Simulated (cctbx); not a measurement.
# Diagnosing a refinement

Cell a = 10.9380 Å, b = 10.9380 Å, c = 10.3400 Å, α = 90.00°, β = 90.00°, γ = 90.00°; space group P4_32_12 (no. 96).

The data are simulated with cctbx, not measured: Mo Kα, λ = 0.71073 Å, to d = 0.84 Å, 70 % of the full sphere, strongest reflection 20000 counts, noise from counting, a 6 % proportional error and a noise floor of 8 counts (s.d.); no absorption, and some extinction, which the refinements don't model.

An anisotropic refinement with weights 1/σ² prints:

```text
Rint 0.050, 161 unique reflections to 1.61 A
cycle     R1     wR2    GooF  max shift (A)
   1  0.0290  0.0610   1.416   0.01480
   2  0.0198  0.0425   0.986   0.00032
final R1 0.0198 wR2 0.0425 GooF 0.986  parameters 50  data/parameter 3.2
atom        x        y        z      Ueq    occ   su(xyz)  su(Uiso or U11)
Pt1    0.88080  0.88080  0.00000   0.0086  1.000  0.00020  0.0017
Pt2    0.87364  0.37846  0.99159   0.0064  1.000  0.00023  0.0019  NPD
Br1    0.12249  0.89928  0.52231   0.0094  1.000  0.00046  0.0058
Br2    0.61201  0.34805  0.51238   0.0099  1.000  0.00055  0.0055
Br3    0.62399  0.90661  0.53080   0.0077  1.000  0.00055  0.0057
Br4    0.86966  0.64863  0.00980   0.0103  1.000  0.00055  0.0051
difference map: max 0.44 min -0.86 rms 0.20
Q1    0.0108  0.1187  0.1865    8    0.45  1.73 A from Br2
Q2    0.1043  0.2288  0.8753    8    0.44  1.65 A from Br2
Q3    0.2021  0.7408  0.9942    8    0.42  1.87 A from Br1
Q4    0.0333  0.7433  0.0395    8    0.42  1.76 A from Br1
Q5    0.0123  0.3825  0.0914    8    0.41  1.55 A from Br3
Q6    0.0455  0.7241  0.6764    8    0.34  1.72 A from Br3
```

Q: Accept it or mend it, and why?

Mend it. The fault: data cut at low resolution. Against the right model at the same level, R1 goes from 0.0241 to 0.0198 and GooF from 0.95 to 0.99 and Pt2 goes non-positive-definite. The atoms are right, but there are too few data for the parameters: R1 flatters and the s.u.s grow. Data per parameter fall from 21.7 to 3.2.

The compound is Pt3Br8. The right model at the same level gives:

```text
Rint 0.061, 1084 unique reflections to 0.84 A
cycle     R1     wR2    GooF  max shift (A)
   1  0.0290  0.0650   1.165   0.00522
   2  0.0241  0.0530   0.950   0.00000
final R1 0.0241 wR2 0.0530 GooF 0.950  parameters 50  data/parameter 21.7
atom        x        y        z      Ueq    occ   su(xyz)  su(Uiso or U11)
Pt1    0.88071  0.88071  0.00000   0.0061  1.000  0.00004  0.0002
Pt2    0.87401  0.37864  0.99160   0.0047  1.000  0.00004  0.0002
Br1    0.12214  0.89887  0.52229   0.0049  1.000  0.00010  0.0005
Br2    0.61286  0.34900  0.51232   0.0061  1.000  0.00010  0.0005
Br3    0.62433  0.90602  0.53078   0.0045  1.000  0.00011  0.0005
Br4    0.86874  0.64836  0.01041   0.0061  1.000  0.00012  0.0005
Flack x: 0.05(4)
Hooft y: 0.053(48)  Bijvoet pairs: 411
difference map: max 1.18 min -2.31 rms 0.39
Q1    0.0932  0.2479  0.8095    8    1.24  1.31 A from Br2
Q2    0.9921  0.1643  0.1420    8    1.22  1.89 A from Br1
Q3    0.0813  0.2333  0.9320    8    1.21  1.61 A from Br3
Q4    0.0349  0.6859  0.6469    8    1.19  1.59 A from Br3
Q5    0.0897  0.6876  0.0098    8    1.15  2.11 A from Br1
Q6    0.0897  0.2262  0.7110    8    1.13  0.90 A from Br2
```

Isotropic U is held between 0.0001 and 1 Å² by the program, and listed peak heights are interpolated, so they can pass the grid's maximum.

The model was made for the exercise: a known structure type with other elements put in, its volume estimated, not relaxed; displacement parameters are assumed.

[Middle refinement cycles are left out of these outputs.]

[Logs are printed without paths, hosts, clocks, repeated set-up lines and the standing remarks that a program may print on its own settings, such as how far it seeks lower states.]
